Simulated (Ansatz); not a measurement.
# K3BrCl2 (P-3m1):K_i (8-fold void), thermodynamic levels from a 54-atom cell, part 2 of 2

Aim: at which Fermi levels does K_i (8-fold void) in K3BrCl2 (P-3m1) change its charge? The model is a cell of 54 host atoms with 1 K put in.

Ansatz; place-levels on PBEsol runs: charge-transition levels and formation energies with image-charge correction and potential alignment at the atomic sites.

So far. Step 3 (place-levels, PBEsol): Under PBEsol the gap is 4.54 eV, (+1/0) 4.59 (outside the gap), (0/−1) 4.71 (outside the gap) (with band filling) eV.

### 5. Levels against the band edges, r2SCAN

Level of this step: place-levels on r2SCAN runs: charge-transition levels and formation energies with image-charge correction and potential alignment at the atomic sites (Ansatz).

r2SCAN on the same structure is run to see how far the result rests on the functional, though not on the errors that semilocal functionals share; the sampling changes too, to one point at (¼, ¼, ¼), so differences hold both changes.

File qm1.r2scan/input.yaml:

```yaml
crystal:
  checkpoint: "../qm1.relax.run"
  host: checkpoint
total_charge: -1
basis:
  ecutwfc: 500
  xc_grid: 2
hamiltonian:
  xc: r2scan
kpoints:
  mp_grid: { grid: [1, 1, 1], shift: [0.25, 0.25, 0.25] }
scf:
  occupations: { method: fermi_dirac, width: 0.01 }
  max_iter: 60
output:
  forces: true
  eigenvalues: true
  charged_corrections:
    epsilon: 2.47
    static_epsilon: 5.3
    defect_position: [0.666667, 0.666667, 0.74726]
  eigenstates: { localisation: true }
  populations: true
  band_densities: [{ bands: [v1, v1] }, { bands: [c1, c1] }]
  write_density: true
  write_potential: true
  volumetric_format: npy
checkpoint:
  write: "../qm1.r2scan.run"
  compress: false
  write_wavefunctions: false
  write_every: 100000
```

Run time: 57 s. Hardware: 4 threads of Arm Neoverse V2, shared host; peak memory 3.6 GiB.

File levels.r2scan.yaml:

```yaml
host:
  run: host.r2scan.run
  levels_from: { run: edges.r2scan.run }
states: [qm1.r2scan.run, q0_M1.r2scan.run, qp1.r2scan.run, qm1_M2.r2scan.run]
geometry_from:
  qm1.r2scan.run: qm1.relax.run
  q0_M1.r2scan.run: q0_M1.relax.run
  qp1.r2scan.run: qp1.relax.run
  qm1_M2.r2scan.run: qm1_M2.relax.run
  host.r2scan.run: host.relax.run
chemical_potentials:
  K:
    energy: -1542.480493
    dataset: <sha256 of the dataset>
```

The run is started by

```bash
$ ansatz place-levels levels.r2scan.yaml -- --threads 4 --pin off --max-ram 14131MiB
```

Numbers of over 12 decimals in the logs are rounded to 6 here.

Log:

```text
(+1/0) 5.326 eV above the valence edge, in the conduction band
[...]
formation energy of charge +1: -2.415 eV with the Fermi level at the valence edge
formation energy of charge 0: +2.911 eV with the Fermi level at the valence edge
formation energy of charge -1: +8.336 eV with the Fermi level at the valence edge
  edges by r2scan of host.levels_from (edges.r2scan.run), its mesh sampled to repeats of 31.38 Å (the valence edge +0.051 eV and the conduction edge -0.593 eV from those of the host's own run), gap 5.313 eV; the host is sampled to repeats of 17.37 Å
[... the lines on each state left out ...]
```

Run time: 0.23 s. Hardware: 4 threads.

Under r2SCAN the gap is 5.31 eV, (+1/0) 5.33 (outside the gap), (0/−1) 5.42 (outside the gap) (with band filling) eV.

### 6. What a wrong or other choice does

The levels are placed again with one choice changed, to see how much they rest on it.

levels.try0.yaml is levels.point.yaml with these lines changed:

```diff
-epsilon: 2.47
-static_epsilon: 5.3
+epsilon: 1.0001
+static_epsilon: 1.0001
```

The run is started by

```bash
$ ansatz place-levels levels.try0.yaml -- --threads 4 --pin off --max-ram 14131MiB
```

Log:

```text
(+1/0) 3.725 eV above the valence edge, 0.815 eV under the conduction edge
[...]
formation energy of charge +1: -1.342 eV with the Fermi level at the valence edge
formation energy of charge 0: +2.384 eV with the Fermi level at the valence edge
formation energy of charge -1: +7.093 eV with the Fermi level at the valence edge
vertical -1 to 0: no energy, since no alignment is typed
vertical +1 to 0: no energy, since no alignment is typed
vertical -1 to 0: no energy, since no alignment is typed
  edges by pbesol, gap 4.541 eV; the host is sampled to repeats of 26.90 Å
[... the lines on each state left out ...]
```

The change: no screening of the image charge.

Levels in eV above the valence top; the changed ones are not the defect's:

```
           gap (eV)  (+1/0)  (0/−1)
  changed      4.54    3.73    4.71
as set up      4.54    4.59    4.71
```

The largest shift is 0.86 eV, band-filling terms included.

### 7. A changed set-up

The levels are placed again with one choice changed, to see how much they rest on it.

levels.try1.yaml is levels.point.yaml with these lines changed:

```diff
-static_epsilon: 5.3
+static_epsilon: 2.47
```

The run is started by

```bash
$ ansatz place-levels levels.try1.yaml -- --threads 4 --pin off --max-ram 14131MiB
```

Log:

```text
(+1/0) 4.357 eV above the valence edge, 0.183 eV under the conduction edge
[...]
formation energy of charge +1: -1.974 eV with the Fermi level at the valence edge
formation energy of charge 0: +2.384 eV with the Fermi level at the valence edge
formation energy of charge -1: +7.093 eV with the Fermi level at the valence edge
vertical -1 to 0: no energy, since no alignment is typed
vertical +1 to 0: no energy, since no alignment is typed
vertical -1 to 0: no energy, since no alignment is typed
  edges by pbesol, gap 4.541 eV; the host is sampled to repeats of 26.90 Å
[... the lines on each state left out ...]
```

The change: the electronic dielectric constant for relaxed ions.

Levels in eV above the valence top; the changed ones are not the defect's:

```csv
,gap (eV),(+1/0),(0/−1)
changed,4.54,4.36,4.71
as set up,4.54,4.59,4.71
```

The largest shift is 0.23 eV, band-filling terms included.

### 8. Cost and result

Levels between neighbouring charges, in eV above each run's own valence top:

|  | gap (eV) | (+1/0) | (0/−1) | CPU time a state at this stage (restarts are quicker than cold starts) |
| --- | --- | --- | --- | --- |
| PBEsol, 2×2×2 shifted mesh | 4.54 | 4.59 | 4.71 | 14 min |
| r2SCAN on PBEsol structures, (¼, ¼, ¼) | 5.31 | 5.33 | 5.42 | 7.6 min |

### 9. Results

* gap of the host: 4.54 eV (PBEsol)
* level (plus 1/0): 4.59 eV above the valence top, past the conduction bottom
* level (0/minus 1): 4.71 eV above the valence top, past the conduction bottom (4.95 eV above the valence top without the band-filling term)
* lowest of the charges placed, just above the valence top (0.02 eV): +1
* lowest of the charges placed, just below the conduction bottom (0.02 eV): +1
* lowest formation energy at mid-gap of the charges run, elemental references: 0.07 eV

**Reading.** Of the charges placed (−1, 0 and +1), +1 is the lowest from 0.02 eV above the valence top to 0.02 eV below the conduction bottom, a gap of 4.54 eV. (+1/0) lies 0.05 eV from a band edge, less than the doubt on such levels. Charges above +1 were not placed, so these runs say nothing of levels that involve them. States placed: +1 at 0 μB; 0 at 1 μB; −1 at 0 μB and 2 μB. Other spin states or structures, where not listed, weren't placed. The program finds carriers beyond a band edge of the host and adds a band-filling term at charge −1 (-0.24 eV); steps to such a charge show no bound level, and a defect level inside a band would be read the same way. At charge −1 the atom put in ends up to 0.9 Å from its starting place, so the name tells the start alone and the levels can join different sites. Going from one point at (¼, ¼, ¼) to a 2×2×2 shifted mesh moves the levels that carry no band-filling term by up to 0.06 eV and formation energies against the elements by up to 0.06 eV; band-filling terms, which differ between samplings, are in these energies. The program doubts the alignment of potentials for at least one state, a sign that the cell is small. Keep in mind: PBEsol makes the gap too small and tends to spread out bound carriers; where a gas molecule sets a chemical potential or the host's formation energy, its binding is uncorrected.

[Logs are printed without paths, hosts, clocks, repeated set-up lines and the standing remarks that a program may print on its own settings, such as how far it seeks lower states.]

[Hosts, paths, dates, database ids (printed as entryN), source tags and the programs' standing remarks are cut or masked in the printed files.]

[Where a table of states has a column of steps, it counts the stored structures, which are thinned; the runs took as many ionic steps or more.]

[A defect's name tells the site on which it was built; relaxed atoms can leave that site.]

[For some hosts the program warned that the k-mesh of the response run may be too coarse for force constants and the static dielectric constant; such warnings are not shown here.]
